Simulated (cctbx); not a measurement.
## Accept or mend?

Cell a = 3.6240 Å, b = 3.6710 Å, c = 15.0180 Å, α = 90.00°, β = 90.00°, γ = 90.00°; space group Immm (no. 71).

The data are simulated with cctbx, not measured: Ga Kα, λ = 1.3414 Å, to d = 0.83 Å, 80 % of the full sphere, strongest reflection 40000 counts, noise from counting, a 4 % proportional error and a noise floor of 4 counts (s.d.); no absorption, and some extinction, which the refinements don't model.

An anisotropic refinement with weights 1/σ² prints:

```text
Rint 0.030, 130 unique reflections to 0.83 A
cycle     R1     wR2    GooF  max shift (A)
   1  0.4313  0.7514  32.117   0.02026
   7  0.3812  0.6481  27.701   0.00031
final R1 0.3813 wR2 0.6481 GooF 27.701  parameters 11  data/parameter 11.8
atom        x        y        z      Ueq    occ   su(xyz)  su(Uiso or U11)
Mo1    0.50000  0.00000  0.00000  -0.0073  1.000  0.00000  0.0066  NPD
Mn1    0.00000  0.00000  0.81277   0.0036  1.000  0.00129  0.0159  NPD
Al1    0.00000  0.00000  0.65162   0.0073  1.000  0.00190  0.0304  NPD
difference map: max 81.98 min -13.61 rms 5.75
Q1    0.0000  0.5000  0.5000    2   81.98  0.00 A from Mo1
Q2    0.0000  0.5000  0.0740    4   55.15  2.15 A from Al1
Q3    0.0000  0.0000  0.1968    4   41.99  0.14 A from Mn1
Q4    0.0000  0.0000  0.3706    4   29.35  0.33 A from Al1
Q5    0.0000  0.5000  0.0000    2   14.61  2.58 A from Mo1
Q6    0.0000  0.5000  0.1567    4    8.71  1.81 A from Al1
```

**Question.** Can this result stand? If not, what is the likely fault?

Mend it. The fault: an atom left out, Al at (1/2, 0, 0.5745). Against the right model at the same level, R1 goes from 0.0093 to 0.3813 and GooF from 1.00 to 27.70, the top difference peak, 82.0 e/Å³, lies on Mo1 and Mo1, Mn1 and Al1 go non-positive-definite. Q2 is the missing atom. With scattering power missing, scale and phases suffer, so peaks may also grow on the heavy atoms.

The compound is Mn2Al4Mo. The right model at the same level gives:

```text
Rint 0.030, 130 unique reflections to 0.83 A
cycle     R1     wR2    GooF  max shift (A)
   1  0.0120  0.0307   1.334   0.00060
   2  0.0093  0.0230   0.999   0.00000
final R1 0.0093 wR2 0.0230 GooF 0.999  parameters 15  data/parameter 8.7
atom        x        y        z      Ueq    occ   su(xyz)  su(Uiso or U11)
Mo1    0.50000  0.00000  0.00000   0.0057  1.000  0.00000  0.0002
Mn1    0.00000  0.00000  0.81247   0.0080  1.000  0.00003  0.0003
Al1    0.50000  0.00000  0.57450   0.0075  1.000  0.00005  0.0004
Al2    0.00000  0.00000  0.64955   0.0090  1.000  0.00005  0.0004
difference map: max 0.30 min -0.33 rms 0.09
Q1    0.1566  0.0000  0.0000    4    0.30  1.24 A from Mo1
Q2    0.0000  0.2931  0.2420    8    0.30  1.35 A from Mn1
Q3    0.0000  0.0000  0.1277    4    0.23  0.90 A from Mn1
Q4    0.0000  0.2789  0.3936    8    0.21  1.21 A from Al2
Q5    0.0000  0.3242  0.1533    8    0.19  1.30 A from Mn1
Q6    0.2057  0.1666  0.4093   16    0.18  1.25 A from Al1
```

The model was made for the exercise: a known structure type with other elements put in, its volume estimated, not relaxed; displacement parameters are assumed.

[Middle refinement cycles are left out of these outputs.]

[Logs are printed without paths, hosts, clocks, repeated set-up lines and the standing remarks that a program may print on its own settings, such as how far it seeks lower states.]
